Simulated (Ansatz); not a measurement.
# Decaying states in the gap of BrCl2F, part 3 of 3

A new crystal, BrCl2F: structure, gap and complex bands. It is built by putting F for part of the Br in the BrCl structure of space group Cmcm, with the volume rescaled by atomic radii. The parent structure comes from the Materials Project.

Ansatz 0.2.0; r2SCAN DFT, plane waves, PAW files (the session's first sound run).

So far, gap on path (eV): step 3 (band edges) 0.929.

The structure was built from a prototype and need not be the compound's stable phase.

## 6. Band edges at another level, cutoff 1500 eV

This step: r2SCAN DFT, plane waves, JTH PAW files (Ansatz 0.2.0).

The edges again with JTH files, at the same atoms. Against that run the cutoff is 1500 eV against 500.

input.yaml reads:

```yaml
crystal:
  lattice:
    - [3.3207400273, -2.19428836, -0.0117302561]
    - [3.3207400273, 2.19428836, 0.0117302561]
    - [0.0, 0.0371877119, 6.9050472033]
  atoms:
    - { symbol: Br, position: [0.0, 0.0, 0.0] }
    - { symbol: F, position: [0.0, 0.0, 0.5] }
    - { symbol: Cl, position: [0.3081032979, 0.6918967021, 0.2837013058] }
    - { symbol: Cl, position: [0.6918967021, 0.3081032979, 0.7162986942] }
kpoints:
  mp_grid: { grid: [6, 6, 4] }
  band_path: { path: [VBM, CBM], npoints: 30 }
scf:
  occupations: { method: fixed }
hamiltonian:
  xc: r2scan
  pseudopotentials: { kind: paw, source: jth }
output:
  eigenvalues: true
```

Run with:

```
> ansatz run input.yaml --threads 2 --pin off --max-ram 4096MiB --backend cpu --events-out ev --progress --plain --runs-dir out
```

Numbers of over 12 decimals in the logs are rounded to 6 here.

Log:

```text
Warning: <dir> the checks of this Br dataset prove no rule for summing its radial tables, as where they were carried onto another mesh than they were made on, and Gregory's rule is taken, under which a leading mesh point left out moves its sums only by what lay on the interval it spanned. That does not make them correct, and they differ from Quantum ESPRESSO's on this file; a re-export a fraction of a mesh step off can move them. hamiltonian.pseudopotentials.radial_quadrature: simpson_from_first_knot sums it by `pw.x`'s rule; on a PAW file no value gives `pw.x`'s numbers. What more to know: hamiltonian.pseudopotentials.radial_quadrature, in the input reference
Warning: <dir> the checks of this F dataset prove no rule for summing its radial tables, as where they were carried onto another mesh than they were made on, and Gregory's rule is taken, under which a leading mesh point left out moves its sums only by what lay on the interval it spanned. That does not make them correct, and they differ from Quantum ESPRESSO's on this file; a re-export a fraction of a mesh step off can move them. hamiltonian.pseudopotentials.radial_quadrature: simpson_from_first_knot sums it by `pw.x`'s rule; on a PAW file no value gives `pw.x`'s numbers. What more to know: hamiltonian.pseudopotentials.radial_quadrature, in the input reference
Warning: <dir> the checks of this Cl dataset prove no rule for summing its radial tables, as where they were carried onto another mesh than they were made on, and Gregory's rule is taken, under which a leading mesh point left out moves its sums only by what lay on the interval it spanned. That does not make them correct, and they differ from Quantum ESPRESSO's on this file; a re-export a fraction of a mesh step off can move them. hamiltonian.pseudopotentials.radial_quadrature: simpson_from_first_knot sums it by `pw.x`'s rule; on a PAW file no value gives `pw.x`'s numbers. What more to know: hamiltonian.pseudopotentials.radial_quadrature, in the input reference
[...]
Crystal: 4 atoms, lattice volume = 100.627 Å³
Basis set: ecut = 1500 eV, 13275 PW (Γ), exchange–correlation on 256×256×432 points (64 copies of the dense FFT grid, shifted against one another)
Bands: 18, of which v1, the nominal top of the filled ones, is band 14 counted from 1 (13 counted from 0)
Symmetry: 4 space group operations
[...]
k-points: 47 of 144
[...]
SCF iter   1: F=—  HF=-5765.675987 eV  |F-HF|=—  |Δ(HF+E_count)|=         —  Δρ=9.65e-2  dr2=7.92e0  dr2_τ=3.94e-1  ethr=3.10e-3  ⟨swp⟩=6.0  Hψ=5648  notcnv=0  defer=94
[...]
SCF iter   9: F=-5764.093180 eV  HF=-5764.093180 eV  |F-HF|=6.03e-8  |Δ(HF+E_count)|=   2.90e-7  Δρ=1.01e-5  dr2=6.81e-8  dr2_τ=6.26e-9  ethr=3.57e-10  ⟨swp⟩=17.9  Hψ=9526  notcnv=0
SCF 1 converged in 9 iterations: F = -5764.093180 eV  dr2 = 6.81e-8
[...]
SCF converged after 9 iterations
Free energy (F): -5764.093180 eV
[...]
Internal energy: -5764.093180 eV  (E = F + TS)
E sigma→0 (E₀):  -5764.093180 eV
Fermi energy:    0.766079 eV
[...]
--- Band table (eV; the first three rows and the last of 47) ---
  k-point 0: bands = [... 10 lower, -0.9208, -0.7302, -0.6440, 0.5465, 2.0581, 4.0932, 7.7525, 9.6103]
  k-point 1: bands = [... 10 lower, -0.9747, -0.5466, -0.4131, 0.5221, 1.9107, 3.6382, 7.9676, 9.5818]
  k-point 2: bands = [... 10 lower, -0.5304, -0.4319, -0.2124, 0.4949, 1.7838, 3.1300, 8.2723, 9.3175]
  k-point 46: bands = [... 10 lower, -0.8642, -0.6192, -0.2373, 0.1582, 1.6952, 3.0826, 10.1931, 10.2609]
```

Wall time 78 s (2 threads of Intel Xeon 6975P-C (Granite Rapids), shared host); peak memory 2.3 GiB; 2.5 min of CPU time.

Numbers from this step:

- free energy: -5764.0932 eV
- Fermi energy: 0.7661 eV
- gap on the k-mesh: 0.9291 eV
- gap on path: 0.9291 eV, by band count; negative where bands overlap
- direct gap on path: 1.110 eV

The electronic bands at the labelled points (eV, zero at the Fermi level (highest filled level under fixed occupations); v1 is the highest filled band, c1 the lowest empty one):

| point | v4 | v3 | v2 | v1 | c1 | c2 |
| --- | --- | --- | --- | --- | --- | --- |
| VBM | -1.46 | -1.41 | -0.71 | 0.00 | 1.11 | 3.28 |
| halfway | -1.57 | -1.43 | -0.66 | -0.48 | 1.15 | 2.84 |
| CBM | -1.63 | -1.39 | -1.00 | -0.61 | 0.93 | 2.32 |

The searched edges give 0.929 eV, as on the mesh.

## 7. Complex bands at another level, cutoff 1500 eV

This step: r2SCAN DFT, plane waves, JTH PAW files; complex bands by layer matching along the plane's normal (Ansatz 0.2.0).

The complex bands at that level, over its own gap, at (0, 0) and (-0.5, -0.5).

input.yaml reads:

```yaml
crystal:
  lattice:
    - [3.980245386, 0.0, 0.0]
    - [1.560776967, 3.661465361, 0.0]
    - [-0.040851385, 0.061821815, 6.904749744]
  atoms:
    - { symbol: Br, position: [0.0, 0.0, 0.0] }
    - { symbol: F, position: [0.0, 0.0, 0.5] }
    - { symbol: Cl, position: [0.3081032979, 0.6918967021, 0.2837013058] }
    - { symbol: Cl, position: [0.6918967021, 0.3081032979, 0.7162986942] }
kpoints:
  mp_grid: { grid: [6, 6, 4] }
scf:
  occupations: { method: fixed }
hamiltonian:
  xc: r2scan
  pseudopotentials: { kind: paw, source: jth }
output:
  eigenvalues: true
  transmission:
    leads: [[0, 0]]
    kpoints: [[0.0, 0.0], [-0.5, -0.5]]
    e_range: [-1.0, 1.93]
    de: 0.05
```

Log:

```text
[...]
Crystal: 4 atoms, lattice volume = 100.627 Å³
Basis set: ecut = 1500 eV, 13275 PW (Γ), exchange–correlation on 256×256×432 points (64 copies of the dense FFT grid, shifted against one another)
Bands: 18, of which v1, the nominal top of the filled ones, is band 14 counted from 1 (13 counted from 0)
Symmetry: 4 space group operations
[...]
k-points: 47 of 144
[...]
SCF iter   1: F=—  HF=-5765.675834 eV  |F-HF|=—  |Δ(HF+E_count)|=         —  Δρ=9.65e-2  dr2=7.92e0  dr2_τ=3.94e-1  ethr=3.10e-3  ⟨swp⟩=6.1  Hψ=5642  notcnv=0  defer=94
[...]
SCF iter   9: F=-5764.093180 eV  HF=-5764.093180 eV  |F-HF|=6.05e-8  |Δ(HF+E_count)|=   3.04e-7  Δρ=1.02e-5  dr2=6.86e-8  dr2_τ=6.55e-9  ethr=3.57e-10  ⟨swp⟩=17.8  Hψ=9517  notcnv=0
SCF 1 converged in 9 iterations: F = -5764.093180 eV  dr2 = 6.86e-8
[...]
transmission: 17 of 34 steps passed
transmission: 34 of 34 steps passed
SCF converged after 9 iterations
Free energy (F): -5764.093180 eV
[...]
Internal energy: -5764.093180 eV  (E = F + TS)
E sigma→0 (E₀):  -5764.093180 eV
Fermi energy:    0.766079 eV
[...]
--- Band table (eV; the first three rows and the last of 47) ---
  k-point 0: bands = [... 10 lower, -0.9208, -0.7302, -0.6440, 0.5465, 2.0581, 4.0932, 7.7525, 9.6103]
  k-point 1: bands = [... 10 lower, -0.9747, -0.5466, -0.4131, 0.5221, 1.9107, 3.6382, 7.9676, 9.5818]
  k-point 2: bands = [... 10 lower, -0.5304, -0.4319, -0.2124, 0.4949, 1.7838, 3.1300, 8.2723, 9.3175]
  k-point 46: bands = [... 10 lower, -0.8642, -0.6192, -0.2373, 0.1582, 1.6952, 3.0826, 10.1931, 10.2609]
--- Transmission ---
  basis      : 457 plane waves across, 17 finite elements along
  points     : 2, as listed
[...]
crystal 0  : Br1Cl2F1, at the sites [0, 0], period 6.9047 Å: whole cells are its period
[...]
channels       : 0.000000e0 a spin
[...]
slowest decay  : 0.2454 /Å at (-0.5000, -0.5000)
```

Run time: 3.6 min. Hardware: 2 threads; peak memory 3.3 GiB.

Numbers from this step:

```yaml
level_to_which_the_leads_are_filled: 0.4645 eV from the Fermi level
decay_constant_at_the_filling_level_zone_centre: 0.2541 Å⁻¹
decay_constant_at_the_filling_level_slowest_listed_point: 0.2454 Å⁻¹
```

K parallel (0, 0); values up to 1.5 1/Å, a degenerate pair printed once or twice; energies at which all values exceed this have no row. The Im kz of the slowest decaying states by energy, zero at the highest filled level on the SCF mesh:

| energy (eV) | decay 1 (Å⁻¹) | decay 2 (Å⁻¹) | decay 3 (Å⁻¹) | decay 4 (Å⁻¹) |
| --- | --- | --- | --- | --- |
| -1.00 | 0.149 | 0.259 | 0.640 | - |
| -0.85 | 0.165 | 0.320 | 0.656 | 1.50 |
| -0.70 | 0.203 | 0.351 | 0.669 | 1.47 |
| -0.55 | 0.228 | 0.353 | 0.681 | 1.44 |
| -0.40 | 0.244 | 0.309 | 0.692 | 1.41 |
| -0.30 | 0.185 | 0.252 | 0.698 | 1.39 |
| -0.15 | 0.260 | 0.316 | 0.706 | 1.36 |
| 0.00 | 0.264 | 0.502 | 0.713 | 1.33 |
| 0.15 | 0.265 | 0.617 | 0.719 | 1.30 |
| 0.30 | 0.262 | 0.713 | 0.725 | 1.26 |
| 0.45 | 0.254 | 0.729 | 0.803 | 1.21 |
| 0.60 | 0.241 | 0.733 | 0.908 | 1.13 |
| 0.75 | 0.221 | 0.736 | 1.03 | 1.45 |
| 0.90 | 0.186 | 0.738 | 1.05 | 1.44 |
| 1.05 | 0.191 | 0.739 | 1.05 | 1.44 |
| 1.20 | 0.204 | 0.741 | 1.06 | 1.43 |
| 1.30 | 0.0471 | 0.206 | 0.741 | 1.07 |
| 1.45 | 0.195 | 0.202 | 0.741 | 1.07 |
| 1.60 | 0.194 | 0.259 | 0.741 | 1.07 |
| 1.75 | 0.182 | 0.302 | 0.740 | 1.08 |
| 1.90 | 0.165 | 0.336 | 0.739 | 1.08 |

K parallel (-0.5, -0.5); values up to 1.5 1/Å, a degenerate pair printed once or twice; energies at which all values exceed this have no row. Table of Im kz of the slowest decaying states by energy, zero at the highest filled level on the SCF mesh:

```csv
energy (eV),decay 1 (Å⁻¹),decay 2 (Å⁻¹),decay 3 (Å⁻¹),decay 4 (Å⁻¹)
-1.00,0.0245,0.169,0.215,0.714
-0.85,0.171,0.201,0.723,-
-0.70,0.148,0.205,0.731,-
-0.55,0.227,0.739,-,-
-0.40,0.0611,0.242,0.745,-
-0.30,0.233,0.249,0.749,-
-0.15,0.256,0.350,0.755,-
0.00,0.259,0.433,0.760,-
0.15,0.259,0.500,0.764,-
0.30,0.254,0.561,0.768,-
0.45,0.245,0.617,0.771,1.47
0.60,0.230,0.673,0.774,1.44
0.75,0.205,0.729,0.776,1.40
0.90,0.0984,0.198,0.778,0.790
1.05,0.216,0.779,0.863,1.29
1.20,0.218,0.781,0.972,1.20
1.30,0.123,0.216,0.781,1.09
1.45,0.209,0.217,0.782,1.09
1.60,0.199,0.271,0.782,1.09
1.75,0.184,0.311,0.782,1.02
1.90,0.165,0.342,0.781,0.949
```

At the listed wavevectors the last open channel is at -0.25 eV and the next at +0.95 eV on the grid. At +0.45 eV, the grid energy nearest the filling level (the middle of the gap on the SCF mesh), the slowest state at the listed wavevectors decays with κ = 0.245 Å⁻¹, its amplitude falling by e over 4.1 Å; the first such run, plane (001), gave 0.246 Å⁻¹ over as many of its listed wavevectors.

## 8. What came out

```
band gap                                         : 0.929 eV
least decay constant at mid-gap, normal to (001) : 0.120 Å⁻¹
least decay constant on a mesh, normal to (001)  : 0.118 Å⁻¹
least decay constant, JTH files                  : 0.245 Å⁻¹
```

In words: With r2SCAN, the slowest decay at the wavevectors tried is κ = 0.120 Å⁻¹, normal to (001). Through such a film the transmission near mid-gap falls as exp(−2κd), a factor of ten every 9.6 Å. A free electron under a barrier of half the gap would need a mass of 0.12 mₑ to decay at this rate. The slowest decay isn't at the zone centre. With JTH files the gap goes from 0.929 to 0.929 eV and the decay constant, over the first 2 listed wavevectors, from 0.246 to 0.245 Å⁻¹. The compound is made up by substitution; its stability against other phases and against distortions of the cell's symmetry was not tested. r2SCAN still narrows gaps, if less than LDA and GGA do, so real decay constants are likely larger.

[Logs are printed without paths, hosts, clocks, repeated set-up lines and the standing remarks that a program may print on its own settings, such as how far it seeks lower states.]

[Hosts, paths, dates, database ids (printed as entryN), source tags and the programs' standing remarks are cut or masked in the printed files.]
